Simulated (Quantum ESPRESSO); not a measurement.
# Be3Sb (Pm-3m): zone-centre phonons, part 2 of 2

Which modes does Be3Sb (Pm-3m) have at the zone centre?

Quantum ESPRESSO 7.5; DFT LDA, scalar-relativistic, plane waves, PseudoDojo norm-conserving pseudopotentials.

So far. Step 2 (A probe with smearing): No gap opens on this mesh, so smearing is kept; the start stands at -0.66 GPa. Step 4 (Ground state): The cell stands at -0.046 GPa, close enough for phonons. The relaxed cell has a = 3.678 Å (conventional setting).

The structure was built from a prototype and need not be the compound's stable phase.

### 5. Zone-centre response

At q = 0 one unit cell holds all displacements; symmetry groups them into irreducible representations that are solved one by one. With smeared occupations no response to a homogeneous field can be asked.

Input file ph.in:

```
phonons
&INPUTPH
  prefix       = 'x'
  outdir       = './tmp'
  fildyn       = 'g.dyn'
  tr2_ph       = 1.0d-18
  alpha_mix(1) = 0.4
  nmix_ph      = 8
/
0.000000000000 0.000000000000 0.000000000000
```

Run with:

```
$ OMP_NUM_THREADS=1 mpirun -n 4 ph.x -nk 4 -in ph.in > ph.out
```

The log of the run:

```text
[banners, grids, parts of the stress and lines that vanish by symmetry left out]
[banner, memory and clock lines left out]
Program PHONON v.7.5

     ./tmp/x.save/

     IMPORTANT: XC functional enforced from input :
     Exchange-correlation= PW
                           (   1   4   0   0   0   0   0)
     Any further DFT definition will be discarded
     Please, verify this is what you really want

     G-vector sticks info

     Reading collected, re-writing distributed wavefunctions in ./tmp/

     Number and degeneracy of irreps per q-point
       N         xq(1)         xq(2)         xq(3)   N irreps
       1   0.000000000   0.000000000   0.000000000       4
        3   3   3   3

     Calculation of q =    0.0000000   0.0000000   0.0000000

     phonons

     bravais-lattice index     =            0
     lattice parameter (alat)  =       6.9509  a.u.
     unit-cell volume          =     335.8398 (a.u.)^3
     number of atoms/cell      =            4
     number of atomic types    =            2
     kinetic-energy cut-off    =      76.0000  Ry
     charge density cut-off    =     304.0000  Ry
     convergence threshold     =      1.0E-18
     beta                      =       0.4000
     number of iterations used =            8
     Exchange-correlation= PW
                           (   1   4   0   0   0   0   0)

     celldm(1)=    6.95095  celldm(2)=    0.00000  celldm(3)=    0.00000
     celldm(4)=    0.00000  celldm(5)=    0.00000  celldm(6)=    0.00000

     crystal axes: (cart. coord. in units of alat)
               a(1) = (  1.0000  0.0000  0.0000 )
               a(2) = (  0.0000  1.0000  0.0000 )
               a(3) = (  0.0000  0.0000  1.0000 )

     reciprocal axes: (cart. coord. in units 2 pi/alat)
               b(1) = (  1.0000  0.0000  0.0000 )
               b(2) = (  0.0000  1.0000  0.0000 )
               b(3) = (  0.0000  0.0000  1.0000 )

     Atoms inside the unit cell:

     Cartesian axes

     site n.  atom      mass           positions (alat units)
        1  Sb    121.7600   tau(    1) = (    0.00000    0.00000    0.00000  )
        2  Be      9.0122   tau(    2) = (    0.00000    0.50000    0.50000  )
        3  Be      9.0122   tau(    3) = (    0.50000    0.00000    0.50000  )
        4  Be      9.0122   tau(    4) = (    0.50000    0.50000    0.00000  )

     Computing dynamical matrix for
                    q = (   0.0000000   0.0000000   0.0000000 )

     49 Sym.Ops. (with q -> -q+G )

     G cutoff =  372.0506  (  30095 G-vectors)     FFT grid: ( 40, 40, 40)

     number of k points=    35  Marzari-Vanderbilt smearing, width (Ry)=  0.0200
                       cart. coord. in units 2pi/alat
        k(    1) = (   0.0000000   0.0000000   0.0000000), wk =   0.0039062
        k(    2) = (   0.0000000   0.0000000   0.1250000), wk =   0.0234375
        k(    3) = (   0.0000000   0.0000000   0.2500000), wk =   0.0234375
        [... further k-points left out ...]

     PseudoPot. # 1 for Sb read from file:
     ./pseudo/Sb.upf
     Pseudo is Norm-conserving + core correction, Zval = 15.0
     Using radial grid of 1416 points,  6 beta functions with:
                l(1) =   0
                l(2) =   0
                l(3) =   1
                l(4) =   1
                l(5) =   2
                l(6) =   2

     PseudoPot. # 2 for Be read from file:
     ./pseudo/Be.upf
     Pseudo is Norm-conserving, Zval =  4.0
     Using radial grid of 1358 points,  4 beta functions with:
                l(1) =   0
                l(2) =   0
                l(3) =   1
                l(4) =   1

     Mode symmetry, O_h (m-3m)  point group:

     Atomic displacements:
     There are    4 irreducible representations

     Representation     1      3 modes -  To be done

     Representation     2      3 modes -  To be done

     Representation     3      3 modes -  To be done

     Representation     4      3 modes -  To be done

     Alpha used in Ewald sum =   2.8000

     Representation #   1 modes #   1   2   3

     Self-consistent Calculation
      iter #   1   av.it.:   6.7
      thresh= 1.000E-02 alpha_mix =  0.400 |ddv_scf|^2 =  4.719E-07
      iter #   2   av.it.:  13.1
      thresh= 6.869E-05 alpha_mix =  0.400 |ddv_scf|^2 =  2.504E-08
      iter #   3   av.it.:  13.5
      thresh= 1.582E-05 alpha_mix =  0.400 |ddv_scf|^2 =  2.866E-09
      iter #   4   av.it.:  13.9
      thresh= 5.353E-06 alpha_mix =  0.400 |ddv_scf|^2 =  1.516E-10
      iter #   5   av.it.:  14.2
      thresh= 1.231E-06 alpha_mix =  0.400 |ddv_scf|^2 =  1.156E-12
      iter #   6   av.it.:  14.0
      thresh= 1.075E-07 alpha_mix =  0.400 |ddv_scf|^2 =  4.646E-14
      iter #   7   av.it.:  14.1
      thresh= 2.155E-08 alpha_mix =  0.400 |ddv_scf|^2 =  2.070E-15
      iter #   8   av.it.:  14.2
      thresh= 4.550E-09 alpha_mix =  0.400 |ddv_scf|^2 =  1.464E-17
      iter #   9   av.it.:  14.3
      thresh= 3.826E-10 alpha_mix =  0.400 |ddv_scf|^2 =  1.135E-18
      iter #  10   av.it.:  14.6
      thresh= 1.065E-10 alpha_mix =  0.400 |ddv_scf|^2 =  1.256E-20

     End of self-consistent calculation

     Convergence has been achieved

     Representation #   2 modes #   4   5   6

     Self-consistent Calculation
      iter #   1   av.it.:   5.7
      thresh= 1.000E-02 alpha_mix =  0.400 |ddv_scf|^2 =  1.783E-07
      iter #   2   av.it.:  12.4
      thresh= 4.222E-05 alpha_mix =  0.400 |ddv_scf|^2 =  2.428E-08
      iter #   3   av.it.:  13.1
      thresh= 1.558E-05 alpha_mix =  0.400 |ddv_scf|^2 =  2.001E-09
      iter #   4   av.it.:  13.1
      thresh= 4.473E-06 alpha_mix =  0.400 |ddv_scf|^2 =  8.310E-11
[...]
End of self-consistent calculation

     Convergence has been achieved

     Representation #   3 modes #   7   8   9

     Self-consistent Calculation
[...]
End of self-consistent calculation

     Convergence has been achieved

     Representation #   4 modes #  10  11  12

     Self-consistent Calculation
[...]
iter #   2   av.it.:  12.6
      thresh= 3.539E-05 alpha_mix =  0.400 |ddv_scf|^2 =  2.608E-08
      iter #   3   av.it.:  13.5
      thresh= 1.615E-05 alpha_mix =  0.400 |ddv_scf|^2 =  4.150E-10
      iter #   4   av.it.:  14.1
      thresh= 2.037E-06 alpha_mix =  0.400 |ddv_scf|^2 =  6.018E-13
      iter #   5   av.it.:  13.8
      thresh= 7.758E-08 alpha_mix =  0.400 |ddv_scf|^2 =  1.662E-13
      iter #   6   av.it.:  14.3
      thresh= 4.077E-08 alpha_mix =  0.400 |ddv_scf|^2 =  4.498E-16
      iter #   7   av.it.:  14.8
      thresh= 2.121E-09 alpha_mix =  0.400 |ddv_scf|^2 =  5.864E-18
      iter #   8   av.it.:  14.9
      thresh= 2.422E-10 alpha_mix =  0.400 |ddv_scf|^2 =  7.201E-20

     End of self-consistent calculation

     Convergence has been achieved

     Number of q in the star =    1
     List of q in the star:
          1   0.000000000   0.000000000   0.000000000

     Diagonalizing the dynamical matrix

     q = (    0.000000000   0.000000000   0.000000000 )

 **************************************************************************
     freq (    1) =      -6.520904 [THz] =    -217.513939 [cm-1]
     freq (    2) =      -6.520904 [THz] =    -217.513939 [cm-1]
     freq (    3) =      -6.520904 [THz] =    -217.513939 [cm-1]
     freq (    4) =      -0.051555 [THz] =      -1.719681 [cm-1]
     freq (    5) =      -0.051555 [THz] =      -1.719681 [cm-1]
     freq (    6) =      -0.051555 [THz] =      -1.719681 [cm-1]
     freq (    7) =       6.632967 [THz] =     221.251964 [cm-1]
     freq (    8) =       6.632967 [THz] =     221.251964 [cm-1]
     freq (    9) =       6.632967 [THz] =     221.251964 [cm-1]
     freq (   10) =      10.345833 [THz] =     345.099834 [cm-1]
     freq (   11) =      10.345833 [THz] =     345.099834 [cm-1]
     freq (   12) =      10.345833 [THz] =     345.099834 [cm-1]
 **************************************************************************

     Mode symmetry, O_h (m-3m)  point group:

     freq (   1-   3) =       -217.5  [cm-1]   --> T_1u G_15  G_4- I
     freq (   4-   6) =         -1.7  [cm-1]   --> T_1u G_15  G_4- I
     freq (   7-   9) =        221.3  [cm-1]   --> T_2u G_25  G_5-
     freq (  10-  12) =        345.1  [cm-1]   --> T_1u G_15  G_4- I
```

Elapsed: 4.9 min, on 4 MPI ranks of Arm Neoverse V1, shared host; 19 min of CPU time.

Numbers from this step:

| Property | Result |
| --- | --- |
| largest acoustic frequency at the zone centre before the sum rule | -1.72 cm⁻¹ |
| highest optical zone-centre mode (no LO-TO term) | 345.1 cm⁻¹ |
| lowest optical zone-centre mode | -217.5 cm⁻¹ |

The acoustic modes at Γ come out as far as 1.7 cm⁻¹ from zero, where they should vanish, a small numerical error. The lowest optical mode is imaginary, 218i cm⁻¹, an instability at this level and on this k mesh.

### 6. Zone-centre analysis

A rigid shift of the crystal must cost nothing, but grids and finite bases break this; the acoustic sum rule is imposed before the matrix is diagonalised again.

Input file dynmat.in:

```
&INPUT
  fildyn = 'g.dyn'
  asr    = 'simple'
  fileig = 'dynmat.eig'
/
```

Run with:

```
$ dynmat.x -in dynmat.in > dynmat.out
```

The log of the run:

```text
[banner, memory and clock lines left out]
Program DYNMAT v.7.5

     Reading Dynamical Matrix from file g.dyn
     ...Force constants read
     ...epsilon and Z* not read (not found on file)
     A direction for q was not specified:TO-LO splitting will be absent

     Polarizability (A^3 units)
     multiply by 1.000000 for Clausius-Mossotti correction
         0.000000    0.000000    0.000000
         0.000000    0.000000    0.000000
         0.000000    0.000000    0.000000

     IR activities are in (D/A)^2/amu units

# mode   [cm-1]    [THz]      IR
    1   -217.59   -6.5231    0.0000
    2   -217.59   -6.5231    0.0000
    3   -217.59   -6.5231    0.0000
    4     -0.00   -0.0000    0.0000
    5     -0.00   -0.0000    0.0000
    6      0.00    0.0000    0.0000
    7    221.21    6.6317    0.0000
    8    221.21    6.6317    0.0000
    9    221.21    6.6317    0.0000
   10    345.08   10.3452    0.0000
   11    345.08   10.3452    0.0000
   12    345.08   10.3452    0.0000

[end of the log left out, with the tail of the file of modes that dynmat.x writes under the same name]
```

It took 0.46 s on 1 thread.

This step gave:

```yaml
lowest_optical_zone_centre_mode: -217.6 cm⁻¹
```

Unit eigenvectors of the mass-weighted matrix after the sum rule; no LO-TO term. The modes at Γ (shares of kinetic energy by element, %) (negative means imaginary):

| mode | frequency (cm⁻¹) | Sb % | Be % |
| --- | --- | --- | --- |
| 1 | -217.6 | 6 | 94 |
| 2 | -217.6 | 6 | 94 |
| 3 | -217.6 | 6 | 94 |
| 4 | 0.0 | 82 | 18 |
| 5 | 0.0 | 82 | 18 |
| 6 | 0.0 | 82 | 18 |
| 7 | 221.2 | 0 | 100 |
| 8 | 221.2 | 0 | 100 |
| 9 | 221.2 | 0 | 100 |
| 10 | 345.1 | 13 | 87 |
| 11 | 345.1 | 13 | 87 |
| 12 | 345.1 | 13 | 87 |

Displacements in mode 3 (-217.6 cm⁻¹), the largest set to 1:
```
Sb1  0.00  0.00 -0.07
Be2  0.00  0.00 -0.06
Be3  0.00  0.00 -0.06
Be4  0.00  0.00  1.00
```

Displacements in mode 10 (345.1 cm⁻¹), the largest set to 1:
```
Sb1  0.02  0.03 -0.15
Be2  0.00 -0.22  1.00
Be3 -0.16  0.00  1.00
Be4 -0.16 -0.22 -0.02
```

The rule moves no optical mode by more than 0.1 cm⁻¹.

### 7. Sum rules set otherwise: a sum rule for molecules or wires on a crystal

This rule also removes rotations, which suits molecules and not a crystal; it is tried to see the harm.

Input file dynmat.in:

```
&INPUT
  fildyn = 'g.dyn'
  asr    = 'zero-dim'
  fileig = 'dynmat.eig'
/
```

Run with:

```
$ dynmat.x -in dynmat.in > dynmat.out
```

The log of the run:

```text
[banner, memory and clock lines left out]
Program DYNMAT v.7.5

     Reading Dynamical Matrix from file g.dyn
     ...Force constants read
     ...epsilon and Z* not read (not found on file)
     Acoustic Sum Rule: || Z*(ASR) - Z*(orig)|| =    0.000000E+00
     Acoustic Sum Rule: ||dyn(ASR) - dyn(orig)||=    1.837387E-01
     A direction for q was not specified:TO-LO splitting will be absent

     Polarizability (A^3 units)
     multiply by 1.000000 for Clausius-Mossotti correction
         0.000000    0.000000    0.000000
         0.000000    0.000000    0.000000
         0.000000    0.000000    0.000000

     IR activities are in (D/A)^2/amu units

# mode   [cm-1]    [THz]      IR
    1   -217.55   -6.5221    0.0000
    2     -0.00   -0.0000    0.0000
    3     -0.00   -0.0000    0.0000
    4      0.00    0.0000    0.0000
    5      0.00    0.0000    0.0000
    6      0.00    0.0000    0.0000
    7      0.00    0.0000    0.0000
    8    110.89    3.3243    0.0000
    9    110.89    3.3243    0.0000
   10    345.06   10.3447    0.0000
   11    399.26   11.9696    0.0000
   12    399.26   11.9696    0.0000

[end of the log left out, with the tail of the file of modes that dynmat.x writes under the same name]
```

It took 0.45 s on 1 thread.

The program raised no error, yet the settings are not those of a careful run.

The fault: a sum rule for molecules or wires on a crystal; 3 optical modes are projected out to zero frequency, as if they were rotations.

For a crystal the rule has to be 'simple' or 'crystal'.

Zone-centre frequencies as printed; negative means imaginary. Modes:

| mode | frequency (cm⁻¹) |
| --- | --- |
| 1 | -217.6 |
| 2 | 0 |
| 3 | 0 |
| 4 | 0 |
| 5 | 0 |
| 6 | 0 |
| 7 | 0 |
| 8 | 110.9 |
| 9 | 110.9 |
| 10 | 345.1 |
| 11 | 399.3 |
| 12 | 399.3 |

### 8. Sum rules set otherwise (asr no)

Without the rule the raw error of the acoustic modes shows.

Input file dynmat.in:

```
&INPUT
  fildyn = 'g.dyn'
  asr    = 'no'
  fileig = 'dynmat.eig'
/
```

Run with:

```
$ dynmat.x -in dynmat.in > dynmat.out
```

The log of the run:

```text
[banner, memory and clock lines left out]
Program DYNMAT v.7.5

     Reading Dynamical Matrix from file g.dyn
     ...Force constants read
     ...epsilon and Z* not read (not found on file)
     A direction for q was not specified:TO-LO splitting will be absent

     Polarizability (A^3 units)
     multiply by 1.000000 for Clausius-Mossotti correction
         0.000000    0.000000    0.000000
         0.000000    0.000000    0.000000
         0.000000    0.000000    0.000000

     IR activities are in (D/A)^2/amu units

# mode   [cm-1]    [THz]      IR
    1   -217.51   -6.5209    0.0000
    2   -217.51   -6.5209    0.0000
    3   -217.51   -6.5209    0.0000
    4     -1.72   -0.0515    0.0000
    5     -1.72   -0.0515    0.0000
    6     -1.72   -0.0515    0.0000
    7    221.25    6.6330    0.0000
    8    221.25    6.6330    0.0000
    9    221.25    6.6330    0.0000
   10    345.10   10.3458    0.0000
   11    345.10   10.3458    0.0000
   12    345.10   10.3458    0.0000

[end of the log left out, with the tail of the file of modes that dynmat.x writes under the same name]
```

It took 0.45 s on 1 thread.

Read from the output:

| Item | Value |
| --- | --- |
| lowest optical zone-centre mode | -217.5 cm⁻¹ |

Zone-centre frequencies as printed; negative means imaginary. Modes:

| mode | frequency (cm⁻¹) |
| --- | --- |
| 1 | -217.5 |
| 2 | -217.5 |
| 3 | -217.5 |
| 4 | -1.72 |
| 5 | -1.72 |
| 6 | -1.72 |
| 7 | 221.2 |
| 8 | 221.2 |
| 9 | 221.2 |
| 10 | 345.1 |
| 11 | 345.1 |
| 12 | 345.1 |

Against the first rule no mode moves by more than 1.8 cm⁻¹.

### 9. Results

```
space group after relaxation                                           : Pm-3m
volume per atom                                                        : 12.4 Å³
highest optical zone-centre mode (no LO-TO term)                       : 345.1 cm⁻¹
lowest optical zone-centre mode                                        : -217.6 cm⁻¹
imaginary optical modes at the zone centre (no q mesh in this session) : yes
```

**Reading.** At the LDA level the optical modes of Be3Sb (Pm-3m) at the zone centre run from 218i to 345 cm⁻¹, so the structure is a saddle point, with 3 modes beyond 10i cm⁻¹ there. Of the 9 optical modes, 6 are infrared active alone and 3 are silent. These are harmonic frequencies at zero temperature: anharmonic shifts and linewidths and thermal expansion are left out. Spin-orbit coupling is left out, which can matter for the heavy elements here. In a metal the frequencies hang on the k mesh and the smearing, most of all near Kohn anomalies. The runs are without spin polarisation, although the cell has an odd electron count or an open d or f shell, so a magnetic state was not tested. The relaxation ran at 76 Ry, under the 88 Ry recommended for these files; the stress of so short a basis can leave the cell about one per cent too small. The structure is a hypothetical one, built on a prototype.

[Host names and launcher messages were left out of these logs when they were recorded.]

[Logs are printed without paths, hosts, clocks, repeated set-up lines and the standing remarks that a program may print on its own settings, such as how far it seeks lower states.]

[Hosts, paths, dates, database ids (printed as entryN), source tags and the programs' standing remarks are cut or masked in the printed files.]
